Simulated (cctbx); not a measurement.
## LiInBr3: precision against data quality

Space group P6_3/mmc (no. 194), a = 7.2330 Å, b = 7.2330 Å, c = 6.0680 Å, α = 90.00°, β = 90.00°, γ = 120.00°.

```
atom  mult.       x       y    z  Ueq (Å²)
 In1      2       0       0  1/2    0.0164
 Br1      6  0.3342  0.1671  3/4    0.0168
 Li1      2     2/3     1/3  1/4    0.0317
```

The model was made for the exercise: a known structure type with other elements put in, its volume estimated, not relaxed; displacement parameters are assumed.

Five simulated data sets (cctbx; Mo Kα, λ = 0.71073 Å; 4 % proportional error) differ in resolution or exposure (noise floor 15 counts in the first three, 8 in the last two). Each is refined with the right model, isotropic at 1.1 Å and anisotropic otherwise. How do the figures of merit and the uncertainties move?

| d min (Å) | top counts | ⟨I/σ⟩ (unmerged, absences included) | unique | param. (scale apart) | Rint | R1 | GooF | largest s.u. xyz (fractional) | s.u. U of Li1 (Å²) | largest error (Å) |
| --- | --- | --- | --- | --- | --- | --- | --- | --- | --- | --- |
| 1.1 | 70000 | 18.1 | 57 | 4 | 0.033 | 0.0056 | 0.83 | 0.00005 | 0.0026 | 0.0001 |
| 0.84 | 70000 | 16.6 | 114 | 8 | 0.031 | 0.0065 | 0.97 | 0.00003 | 0.0025 | 0.0004 |
| 0.6 | 70000 | 13.4 | 283 | 8 | 0.037 | 0.0062 | 0.91 | 0.00002 | 0.0015 | 0.0002 |
| 0.75 | 300 | 1.4 | 157 | 8 | 0.375 | 0.0478 | 0.91 | 0.00060 | 0.1906 | 0.0024 |
| 0.75 | 3000 | 6.1 | 157 | 8 | 0.077 | 0.0144 | 0.91 | 0.00010 | 0.0080 | 0.0007 |

The number of reflections grows roughly as 1/d³: 57, 114 and 283 here. R1 follows the noise rather than the truth: at 300 counts it is 0.0478, at 3000 counts 0.0144, while GooF is 0.91 and 0.91: the weights 1/σ² carry the noise. The s.u. of U (U11 where anisotropic) for Li1 goes 0.0026, 0.0025, 0.0015 Å² with resolution and 0.1906, 0.0080 Å² with exposure.

Hardware for the 0.6 Å refinement: 0.58 s on 1 thread of Arm Neoverse N1, on a shared host, peak memory 0.09 GiB.

[Logs are printed without paths, hosts, clocks, repeated set-up lines and the standing remarks that a program may print on its own settings, such as how far it seeks lower states.]
